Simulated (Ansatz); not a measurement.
# linear Pb chain: period, moment and channels by functional, part 2 of 4

Aim: how far do the period, the moment and the conductance of the linear Pb chain depend on the functional, the datasets and spin-orbit coupling, and at what cost?

Ansatz 0.2.0; DFT PBE, plane waves, PAW; relaxation of a chain's period (the session's first sound run).

So far. Step 2 (Relaxation of atoms and period, level PBE, cutoff 420 …): The cell's length comes to 2.919 Å with no moment.

**3. Bands of the perfect wire, level PBE, k-mesh 1×1×28**

This step: DFT PBE, plane waves, PAW; channels and complex bands of a perfect chain (Ansatz 0.2.0).

At the relaxed period the Bloch states of the perfect chain are found at each energy: those that move forward count the open channels, and those that decay describe how a disturbance dies away inside the wire itself. An energy step of 0.035 eV is under the 0.039 eV that the program asks for its thermal average at 300 K.

Contents of input.yaml:

```yaml
crystal:
  lattice:
    - [7.5, 0.0, 0.0]
    - [0.0, 7.5, 0.0]
    - [0.0, 0.0, 2.9190662862]
  atoms:
    - { symbol: Pb, position: [0.5, 0.5, 0.0] }
kpoints:
  mp_grid: { grid: [1, 1, 28] }
  band_path: { path: ["Γ", Z], npoints: 60 }
scf:
  occupations: { method: fermi_dirac, width: 0.05 }
hamiltonian:
  xc: pbe
output:
  transmission:
    e_range: [-2, 2]
    de: 0.035
    kmesh: [1, 1]
    reduced_basis: true
    leads: [[0, 0]]
  dos: { projected: true, e_range: [-6, 4] }
  write_potential: true
  write_density: true
  volumetric_format: npy
  elf: true
```

Run with:

```console
> ansatz run input.yaml --threads 4 --pin off --max-ram 8192MiB --backend cpu --events-out ev --progress --plain --runs-dir out
```

Numbers of over 12 decimals in the logs are rounded to 6 here.

Output:

```text
[...]
Crystal: 1 atoms, lattice volume = 164.197 Å³
Basis set: ecut = 420 eV, 3225 PW (Γ)
Bands: 11, of which v1, the nominal top of the filled ones, is band 7 counted from 1 (6 counted from 0)
Symmetry: 16 space group operations
[...]
k-points: 15 of 28
[...]
SCF iter   1: F=—  HF=-11905.086192 eV  |F-HF|=—  |Δ(HF+E_count)|=         —  Δρ=1.69e-3  dr2=7.63e-3  ethr=1.77e-3  ⟨swp⟩=6.4  Hψ=1144  notcnv=0
[...]
SCF iter   6: F=-11905.085725 eV  HF=-11905.085725 eV  |F-HF|=1.45e-8  |Δ(HF+E_count)|=   4.73e-7  Δρ=3.84e-6  dr2=2.42e-8  ethr=7.14e-10  ⟨swp⟩=2.4  Hψ=732  notcnv=0
SCF 1 converged in 6 iterations: F = -11905.085725 eV  dr2 = 2.42e-8
[...]
NSCF: frozen V_eff on 61 k-points
transmission: 4 of 24 steps passed
transmission: 8 of 24 steps passed
[...]
transmission: 24 of 24 steps passed
WARN: The output density's exchange-correlation potential varies sharply where the density is thin. Do not read a vacuum level from v_tot or v_xc, or from such a field of the output density. On a cell that repeats whose density bears no net charge and no dipole along the vacuum's axis use v_es (v_loc + v_h of the components); under efield.dipole_correction with no amplitude use v_es + v_field, which holds any externa [...]
SCF converged after 6 iterations
Free energy (F): -11905.085725 eV
[...]
Internal energy: -11905.072488 eV  (E = F + TS)
E sigma→0 (E₀):  -11905.079106 eV
Entropy (-TS):   -0.013237 eV (-13.237 meV/atom)
Fermi energy:    -1.289576 eV
[...]
--- Band table (eV; the first three rows and the last of 15) ---
  k-point 0: bands = [... 3 lower, -18.0051, -18.0051, -10.8085, -1.9874, -1.9874, 1.3856, 2.8894, 4.4379]
  k-point 1: bands = [... 3 lower, -18.0108, -18.0108, -10.7867, -1.9601, -1.9601, 1.4074, 2.9113, 4.4589]
  k-point 2: bands = [... 3 lower, -18.0274, -18.0274, -10.7213, -1.8786, -1.8786, 1.4727, 2.9768, 4.5219]
  k-point 14: bands = [... 3 lower, -18.1785, -17.7693, -6.9870, -3.6870, 1.4930, 1.4930, 5.2214, 5.2214]
--- Transmission ---
  basis      : 497 plane waves across, 4 finite elements along
  points     : 1, standing for a mesh of 1 x 1
  filling    : by the input's occupations and mesh, since the crystals that have channels conduct as metals do. If one of these is a semiconductor, that mesh has misplaced its level
  energies   : 115 from -2.000000 to 1.990000 eV about the Fermi level, 0.035000 eV apart; the leads are filled to 0.000000 eV, and channels, transmission and decay are at -0.005000 eV
  crystal 0  : Pb1, at the sites [0, 0], period 2.9191 Å: whole cells are its period
    offset         : up to 0.0000 Å between an atom of the period and one for which it stands
    filled         : 20.2 meV over the level at which it is neutral
    channels       : 3.000000e0 a spin
    conductance    : 4.1323e14 S/m² at 300 K; may be off by some 0.0 % by where its bands' edges are placed, 0.0 % from the distance to neutral
```

Wall time 7.1 s (4 threads of Intel Xeon 6975P-C (Granite Rapids), shared host); peak memory 0.5 GiB.

Numbers from this step:

```
energy at zero smearing                                  : -11905.0791 eV
channels at the energy nearest the Fermi level, one spin : 3
conductance of the lead as this run defines it           : 3.000 G₀
band gap                                                 : 0 eV
```

Table of open channels of the lead, one spin by energy, zero at the Fermi level:

```
energy (eV)  open channels of the lead, one spin
     -2.000                                    1
     -1.790                                    1
     -1.615                                    1
     -1.405                                    1
     -1.195                                    1
     -0.985                                    1
     -0.810                                    1
     -0.600                                    3
     -0.390                                    3
     -0.215                                    3
     -0.005                                    3
      0.205                                    3
      0.415                                    3
      0.590                                    3
      0.800                                    3
      1.010                                    3
      1.185                                    3
      1.395                                    3
      1.605                                    3
      1.815                                    3
```

The slowest values at each energy, most degenerate partners merged, listed up to 1.5 1/Å. Table of Im kz of the slowest decaying states by energy, zero at the Fermi level:

```csv
energy (eV),decay 1 (Å⁻¹),decay 2 (Å⁻¹),decay 3 (Å⁻¹),decay 4 (Å⁻¹)
-2.000,0.515,1.13,1.29,1.37
-1.790,0.474,1.10,1.27,1.35
-1.615,0.436,1.08,1.25,1.34
-1.405,0.385,1.05,1.23,1.32
-1.195,0.324,1.03,1.21,1.30
-0.985,0.248,0.998,1.18,1.29
-0.810,0.155,0.973,1.16,1.27
-0.600,0.943,1.14,1.25,1.34
-0.390,0.913,1.11,1.23,1.31
-0.215,0.886,1.09,1.22,1.29
-0.005,0.853,1.06,1.20,1.27
0.205,0.819,1.04,1.18,1.25
0.415,0.783,1.01,1.16,1.22
0.590,0.752,0.986,1.14,1.20
0.800,0.713,0.956,1.12,1.18
1.010,0.672,0.926,1.10,1.15
1.185,0.636,0.900,1.08,1.13
1.395,0.589,0.868,1.06,1.11
1.605,0.539,0.835,1.04,1.08
1.815,0.483,0.800,1.01,1.05
```

The electronic bands at the labelled points (eV, zero at the Fermi level):

```csv
point,band 6,band 7,band 8,band 9,band 10,band 11
Γ,-9.52,-0.70,-0.70,2.68,4.18,5.73
halfway,-8.40,0.56,0.56,3.18,3.81,5.25
Z,-5.70,-2.40,2.78,2.78,6.51,6.51
```

The electronic bands as a text plot (rows in eV, shown from -8.0 to 4.9 only):

```
    4.6 |           *************          ******
    4.1 |***********             *** ******
    3.5 |                     *******
    3.0 |      ***************       *                        ***
    2.5 |******                       ***             ********
    1.9 |                                **      *****
    1.4 |                                  ******
    0.8 |                            ******  **
    0.3 |                     *******          ***
   -0.2 |           **********                    *
   -0.8 |***********                               ***
   -1.3 |                                             ***
   -1.8 |                                                ****
   -2.4 |                                                    ****
   -2.9 |
   -3.4 |
   -4.0 |
   -4.5 |
   -5.1 |
   -5.6 |                                                    ****
   -6.1 |                                               *****
   -6.7 |                                          *****
   -7.2 |                                      ****
   -7.7 |                                ******
         Γ                                                      Z
```

Valence density in the ca plane at fractional y = 0.500, with atoms of Pb within 0.2 Å of it. It is the smooth field of the valence electrons, not physical close to the nuclei.

Values in units of 1e0 e/Å³, 24 rows by 15 columns, each cell a mean:
```
0.0 0.0 0.0 0.0 0.0 0.0 0.0 0.0 0.0 0.0 0.0 0.0 0.0 0.0 0.0
0.0 0.0 0.0 0.0 0.0 0.0 0.0 0.0 0.0 0.0 0.0 0.0 0.0 0.0 0.0
0.0 0.0 0.0 0.0 0.0 0.0 0.0 0.0 0.0 0.0 0.0 0.0 0.0 0.0 0.0
0.0 0.0 0.0 0.0 0.0 0.0 0.0 0.0 0.0 0.0 0.0 0.0 0.0 0.0 0.0
0.0 0.0 0.0 0.0 0.0 0.0 0.0 0.0 0.0 0.0 0.0 0.0 0.0 0.0 0.0
0.0 0.0 0.0 0.0 0.0 0.0 0.0 0.0 0.0 0.0 0.0 0.0 0.0 0.0 0.0
0.1 0.1 0.1 0.1 0.1 0.0 0.0 0.0 0.0 0.0 0.0 0.1 0.1 0.1 0.1
0.2 0.2 0.2 0.2 0.1 0.1 0.1 0.1 0.1 0.1 0.1 0.1 0.2 0.2 0.2
0.8 0.7 0.6 0.4 0.3 0.2 0.1 0.1 0.1 0.1 0.2 0.3 0.4 0.6 0.7
2.5 2.3 1.7 1.0 0.6 0.4 0.2 0.2 0.2 0.2 0.4 0.6 1.0 1.7 2.3
6.5 5.8 4.1 2.4 1.2 0.6 0.4 0.3 0.3 0.4 0.6 1.2 2.4 4.1 5.8
9.8 8.6 5.9 3.3 1.6 0.8 0.4 0.3 0.3 0.4 0.8 1.6 3.3 5.9 8.6
7.9 6.9 4.8 2.8 1.4 0.7 0.4 0.3 0.3 0.4 0.7 1.4 2.8 4.8 6.9
3.9 3.5 2.5 1.5 0.8 0.4 0.3 0.2 0.2 0.3 0.4 0.8 1.5 2.5 3.5
1.2 1.1 0.8 0.6 0.4 0.2 0.2 0.1 0.1 0.2 0.2 0.4 0.6 0.8 1.1
0.3 0.3 0.3 0.2 0.2 0.1 0.1 0.1 0.1 0.1 0.1 0.2 0.2 0.3 0.3
0.1 0.1 0.1 0.1 0.1 0.1 0.1 0.0 0.0 0.1 0.1 0.1 0.1 0.1 0.1
0.0 0.0 0.0 0.0 0.0 0.0 0.0 0.0 0.0 0.0 0.0 0.0 0.0 0.0 0.0
0.0 0.0 0.0 0.0 0.0 0.0 0.0 0.0 0.0 0.0 0.0 0.0 0.0 0.0 0.0
0.0 0.0 0.0 0.0 0.0 0.0 0.0 0.0 0.0 0.0 0.0 0.0 0.0 0.0 0.0
0.0 0.0 0.0 0.0 0.0 0.0 0.0 0.0 0.0 0.0 0.0 0.0 0.0 0.0 0.0
0.0 0.0 0.0 0.0 0.0 0.0 0.0 0.0 0.0 0.0 0.0 0.0 0.0 0.0 0.0
0.0 0.0 0.0 0.0 0.0 0.0 0.0 0.0 0.0 0.0 0.0 0.0 0.0 0.0 0.0
0.0 0.0 0.0 0.0 0.0 0.0 0.0 0.0 0.0 0.0 0.0 0.0 0.0 0.0 0.0
```
Columns run along c (2.9 Å), rows up along a (7.5 Å). Atoms in or near the plane, at fractional coordinates: Pb at (0.00, 0.50).

ELF in the ca plane at fractional y = 0.500, with atoms of Pb within 0.2 Å of it. It is the smooth field of the valence electrons, not physical close to the nuclei.

Ten even steps from '_' (0.00) to '@' (0.42), each cell a mean:
```
______________________________
______________________________
..............................
======--------------------====
********++++++====++++++******
%%%%%%%%####********####%%%%%%
@@@@@@@@@@%%########%%@@@@@@@@
@@@@@@@@@@@@%%####%%@@@@@@@@@@
@@@@@@@@@@@@%%####%%@@@@@@@@@@
**##%%@@@@%%%%####%%%%@@@@%%##
....--##@@%%########%%@@##--..
____..==%%@@########@@%%==..__
____::**@@%%########%%@@**::__
==++**%%@@%%%%####%%%%@@%%**++
@@@@@@@@@@%%%%####%%%%@@@@@@@@
@@@@@@@@@@@@%%####%%@@@@@@@@@@
@@@@@@@@@@%%%%####%%%%@@@@@@@@
@@@@@@%%%%##********##%%%%@@@@
######******++++++++******####
++++========--------========++
::::::::::::::::::::::::::::::
______________________________
______________________________
______________________________
```
Columns run along c (2.9 Å), rows up along a (7.5 Å). Atoms in or near the plane, at fractional coordinates: Pb at (0.00, 0.50).

Electrostatic potential energy in the ca plane at fractional y = 0.500, with atoms of Pb within 0.2 Å of it. With pseudopotentials it is smooth inside the atoms' cores, unlike the true potential.

Values in eV, 24 rows by 15 columns, each cell a mean:
```
  3   3   3   3   3   3   3   3   3   3   3   3   3   3   3
  3   3   3   3   3   3   3   3   3   3   3   3   3   3   3
  3   3   3   3   3   3   3   3   3   3   3   3   3   3   3
  3   3   3   3   3   3   3   3   3   3   3   3   3   3   3
  2   2   2   2   2   3   3   3   3   3   3   2   2   2   2
  2   2   2   2   2   2   2   2   2   2   2   2   2   2   2
  0   0   0   1   1   2   2   2   2   2   2   1   1   0   0
 -5  -4  -3  -2  -1   0   1   1   1   1   0  -1  -2  -3  -4
-22 -20 -15 -10  -5  -3  -1   0   0  -1  -3  -5 -10 -15 -20
-42 -42 -39 -30 -17  -7  -4  -2  -2  -4  -7 -17 -30 -39 -42
-33 -36 -41 -43 -34 -16  -6  -4  -4  -6 -16 -34 -43 -41 -36
-22 -26 -36 -43 -41 -22  -8  -5  -5  -8 -22 -41 -43 -36 -26
-29 -32 -39 -44 -38 -19  -7  -4  -4  -7 -19 -38 -44 -39 -32
-41 -42 -42 -38 -24 -10  -5  -3  -3  -5 -10 -24 -38 -42 -42
-32 -30 -24 -16  -8  -4  -2  -1  -1  -2  -4  -8 -16 -24 -30
 -8  -8  -6  -4  -2  -1   0   1   1   0  -1  -2  -4  -6  -8
 -1  -1  -1   0   1   1   2   2   2   2   1   1   0  -1  -1
  1   1   1   2   2   2   2   2   2   2   2   2   2   1   1
  2   2   2   2   2   2   3   3   3   3   2   2   2   2   2
  2   3   3   3   3   3   3   3   3   3   3   3   3   3   3
  3   3   3   3   3   3   3   3   3   3   3   3   3   3   3
  3   3   3   3   3   3   3   3   3   3   3   3   3   3   3
  3   3   3   3   3   3   3   3   3   3   3   3   3   3   3
  3   3   3   3   3   3   3   3   3   3   3   3   3   3   3
```
Columns run along c (2.9 Å; values clipped at the 3rd and 97th percentile), rows up along a (7.5 Å). Atoms in or near the plane, at fractional coordinates: Pb at (0.00, 0.50).

By hand: the program gives 4.1323 × 10^14 S/m² over the cell's cross-section of 56.25 Å² = 5.625 × 10^-19 m², so one cell conducts 2.324 × 10^-4 S. Divided by G0 = 2e²/h = 7.748 × 10^-5 S this is 3.00 G0, a resistance of 4.30 kΩ.

At the computed energy nearest the Fermi level there are 3 channels a spin, and the thermal average gives 3.00 G₀.

**4. The relaxed wire**

This step: DFT LDA, plane waves, PAW; relaxation of a chain's period (Ansatz 0.2.0).

The relaxation is repeated under another functional. LDA has no gradient terms and tends to overbind, so it marks the short end of the likely bond lengths.

Contents of input.yaml:

```yaml
crystal:
  lattice:
    - [7.5, 0.0, 0.0]
    - [0.0, 7.5, 0.0]
    - [0.0, 0.0, 2.7156]
  atoms:
    - { symbol: Pb, position: [0.5, 0.5, 0.0], spin: 0.5 }
magnetization:
  spin_polarized: true
kpoints:
  mp_grid: { grid: [1, 1, 30] }
scf:
  occupations: { method: fermi_dirac, width: 0.05 }
hamiltonian:
  xc: lda
relax:
  cell: { fix: [a, b, alpha, beta, gamma] }
  max_steps: 60
```

Output:

```text
[...]
Crystal: 1 atoms, lattice volume = 152.752 Å³
Basis set: ecut = 420 eV, 3033 PW (Γ)
Bands: 12, of which v1, the nominal top of the filled ones, is band 7 counted from 1 (6 counted from 0)
Symmetry: 16 space group operations
[...]
k-points: 16 of 30
[...]
Starting moments: Σ|m| = 0.5 μB on 1 of 1 site
[...]
0.275465       0.000000       0.000000
        0.000000       0.275465      -0.000000
        0.000000      -0.000000       0.007175
  P = ⅓ Tr σ = 0.1860 GPa (1.860 kbar)
--- Relaxed structure (4 steps of the walk, 4 accepted, 1 SCFs on fresh bases) ---
[...]
cell:  # Å, volume = 156.9813 Å³
    - [7.5, 0, 0]
    - [0, 7.5, 0]
    - [0, 0, 2.790779]
  atoms:
    - { symbol: Pb, position: [0.5, 0.5, 0] }
[key lines of the parts left out:]
SCF converged after 5 iterations
Magnetization: 0.0000 μB (7.0000 up, 7.0000 down)
Free energy (F): -11600.710563 eV
Fermi energy:    -1.474014 eV
```

It took 4.3 s on 4 threads; peak memory 0.46 GiB; 14 s of CPU time.

The steps of the relaxation:

```csv
step,energy less that of the first step (eV),largest force component (eV/Å),pressure (GPa),volume (Å³)
1,0.0000,0.0000,0.79,152.75
2,-0.0218,0.0000,0.13,157.59
3,-0.0221,0.0000,0.16,157.22
4,-0.0221,0.0000,0.19,156.98
5*,-0.0222,0.0000,0.19,156.98
```

Relaxation steps marked * repeat the geometry before them on a plane-wave basis chosen anew for their cell, so energy and pressure can jump there.

```
cell as run  before  after  change
      c (Å)   2.716  2.791  +2.8 %
```

Final coordinates:

```cif
data_structure
_symmetry_space_group_name_H-M 'P 1'
_symmetry_Int_Tables_number 1
_cell_length_a 7.5000
_cell_length_b 7.5000
_cell_length_c 2.7908
_cell_angle_alpha 90.000
_cell_angle_beta 90.000
_cell_angle_gamma 90.000
_cell_volume 156.98
loop_
_atom_site_label
_atom_site_type_symbol
_atom_site_fract_x
_atom_site_fract_y
_atom_site_fract_z
_atom_site_occupancy
Pb1 Pb 0.50000 0.50000 0.00000 1
```

The cell's length comes to 2.791 Å, -4.4 % against the first run, with no moment.

The cell grew by 2.8 % in its periodic edges.

**5. The wire at its relaxed period, level LDA, k-mesh 1×1×29**

This step: DFT LDA, plane waves, PAW; channels and complex bands of a perfect chain (Ansatz 0.2.0).

The channels are counted again under LDA, at the period that it gave.

Contents of input.yaml:

```yaml
crystal:
  lattice:
    - [7.5, 0.0, 0.0]
    - [0.0, 7.5, 0.0]
    - [0.0, 0.0, 2.7907792567]
  atoms:
    - { symbol: Pb, position: [0.5, 0.5, 0.0] }
kpoints:
  mp_grid: { grid: [1, 1, 29] }
  band_path: { path: ["Γ", Z], npoints: 60 }
scf:
  occupations: { method: fermi_dirac, width: 0.05 }
hamiltonian:
  xc: lda
output:
  transmission:
    e_range: [-2, 2]
    de: 0.035
    kmesh: [1, 1]
    reduced_basis: true
    leads: [[0, 0]]
  dos: { projected: true, e_range: [-6, 4] }
```

Output:

```text
[...]
Crystal: 1 atoms, lattice volume = 156.981 Å³
Basis set: ecut = 420 eV, 3129 PW (Γ)
Bands: 11, of which v1, the nominal top of the filled ones, is band 7 counted from 1 (6 counted from 0)
Symmetry: 16 space group operations
[...]
k-points: 15 of 29
[...]
k-point 14: bands = [... 3 lower, -18.1801, -17.6476, -6.7596, -3.9325, 1.6419, 1.6419, 5.4639, 5.4639]
--- Transmission ---
  basis      : 497 plane waves across, 4 finite elements along
  points     : 1, standing for a mesh of 1 x 1
[...]
crystal 0  : Pb1, at the sites [0, 0], period 2.7908 Å: whole cells are its period
[...]
filled         : 47.0 meV under the level at which it is neutral
    channels       : 3.000000e0 a spin
[...]
[key lines of the parts left out:]
SCF converged after 6 iterations
Free energy (F): -11600.707668 eV
Fermi energy:    -1.529731 eV
```

It took 7.6 s on 4 threads; peak memory 0.57 GiB; 26 s of CPU time.

The open channels of the lead, one spin by energy, zero at the Fermi level:

energy (eV), open channels of the lead, one spin and a bar from the least value:
```
   -2.000       1.00 
   -1.790       1.00 
   -1.615       1.00 
   -1.405       1.00 
   -1.195       1.00 
   -0.985       1.00 
   -0.810       1.00 
   -0.600       3.00 ##############################
   -0.390       3.00 ##############################
   -0.215       3.00 ##############################
   -0.005       3.00 ##############################
    0.205       3.00 ##############################
    0.415       3.00 ##############################
    0.590       3.00 ##############################
    0.800       3.00 ##############################
    1.010       3.00 ##############################
    1.185       3.00 ##############################
    1.395       3.00 ##############################
    1.605       3.00 ##############################
    1.815       3.00 ##############################
```

At the computed energy nearest the Fermi level there are 3 channels a spin, and the thermal average gives 3.00 G₀.

**6. The relaxed wire**

This step: DFT PBEsol, plane waves, PAW; relaxation of a chain's period (Ansatz 0.2.0).

The relaxation is repeated under another functional. PBEsol weakens PBE's gradient terms and usually lands between LDA and PBE.

Contents of input.yaml:

```yaml
crystal:
  lattice:
    - [7.5, 0.0, 0.0]
    - [0.0, 7.5, 0.0]
    - [0.0, 0.0, 2.7156]
  atoms:
    - { symbol: Pb, position: [0.5, 0.5, 0.0], spin: 0.5 }
magnetization:
  spin_polarized: true
kpoints:
  mp_grid: { grid: [1, 1, 30] }
scf:
  occupations: { method: fermi_dirac, width: 0.05 }
hamiltonian:
  xc: pbesol
relax:
  cell: { fix: [a, b, alpha, beta, gamma] }
  max_steps: 60
```

Output:

```text
[...]
Crystal: 1 atoms, lattice volume = 152.752 Å³
Basis set: ecut = 420 eV, 3033 PW (Γ), exchange–correlation on 108×108×40 points (8 copies of the dense FFT grid, shifted against one another)
Bands: 12, of which v1, the nominal top of the filled ones, is band 7 counted from 1 (6 counted from 0)
Symmetry: 16 space group operations
[...]
0.271572      -0.000000       0.000000
       -0.000000       0.271572      -0.000000
        0.000000      -0.000000       0.031303
  P = ⅓ Tr σ = 0.1915 GPa (1.915 kbar)
--- Relaxed structure (3 steps of the walk, 3 accepted, 1 SCFs on fresh bases) ---
[...]
cell:  # Å, volume = 159.4606 Å³
    - [7.5, 0, 0]
    - [0, 7.5, 0]
    - [0, 0, 2.834856]
  atoms:
    - { symbol: Pb, position: [0.5, 0.5, 0.0] }
[key lines of the parts left out:]
SCF converged after 6 iterations
Magnetization: -0.0000 μB (7.0000 up, 7.0000 down)
Free energy (F): -11753.401452 eV
Fermi energy:    -1.311369 eV
```

Wall time 4.3 s (4 threads); peak memory 0.48 GiB.

The steps of the relaxation:

| step | energy less that of the first step (eV) | largest force component (eV/Å) | pressure (GPa) | volume (Å³) |
| --- | --- | --- | --- | --- |
| 1 | 0.0000 | 0.0000 | 1.01 | 152.75 |
| 2 | -0.0422 | 0.0000 | 0.20 | 159.31 |
| 3 | -0.0423 | 0.0000 | 0.19 | 159.46 |
| 4* | -0.0424 | 0.0000 | 0.19 | 159.46 |

Relaxation steps marked * repeat the geometry before them on a plane-wave basis chosen anew for their cell, so energy and pressure can jump there.

```csv
cell as run,before,after,change
c (Å),2.716,2.835,+4.4 %
```

Final coordinates:

```xyz
1
Lattice="7.5000 0.0000 0.0000 0.0000 7.5000 0.0000 0.0000 0.0000 2.8349" Properties=species:S:1:pos:R:3
Pb    3.7500    3.7500    0.0000
```

The cell's length comes to 2.835 Å, -2.9 % against the first run, with no moment.

The cell grew by 4.4 % in its periodic edges.

(Continued in part 3 of 4.)

[Logs are printed without paths, hosts, clocks, repeated set-up lines and the standing remarks that a program may print on its own settings, such as how far it seeks lower states.]

[Hosts, paths, dates, database ids (printed as entryN), source tags and the programs' standing remarks are cut or masked in the printed files.]
